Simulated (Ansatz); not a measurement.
# Gate voltage at the highest density: 1T-PtSe2 monolayer

A layer charged from one gate needs a voltage that grows with the carrier density; the slope is e over the total capacitance.

How it was computed: Ansatz 0.2.0, plane waves with PAW datasets (its set soft_2), PBE-D3(BJ); isolated slab, charged sheet 4 Å from the outer atoms behind model barriers, atoms held, Fermi-Dirac smearing of 0.05 eV. The voltage is that of the gate against the layer's Fermi level, from the uncharged case, which has a gap of 1.37 eV.

```
  run  added electrons (10¹³ per cm²)  gate voltage (V)
run 1                            0.50              0.80
run 2                            2.00              1.67
run 3                            6.00                 ?
```

Q: Estimate the withheld value from the rows shown.

Two rows fix a line: slope = (1.67 − 0.80) / (2.00 − 0.50) = 0.5800, intercept 0.5100. The capacitance is 1.602/0.5800 = 2.76 µF/cm², against 2.21 µF/cm² for plates 4 Å apart in vacuum; it is the larger, as where the added charge has its centre outside the outer atoms (not examined here). The intercept is mostly the shift of the Fermi level from inside the gap to the band edge. At 6.00 it gives 0.5800 × 6.00 + 0.5100 = 3.99 V, beyond the rows fitted. Rounding of the rows alone allows about ±0.032 V there; two rows can't show whether the line holds.

The run itself gives 3.83 V: a miss of −0.16 V, or 4.2 % of the value. The capacitance rises towards the highest density.

**Limits.** The gates are model sheets, not atoms, and low densities sample few k-points. Spin-orbit coupling is left out, which changes the bands of elements this heavy.

[Logs are printed without paths, hosts, clocks, repeated set-up lines and the standing remarks that a program may print on its own settings, such as how far it seeks lower states.]
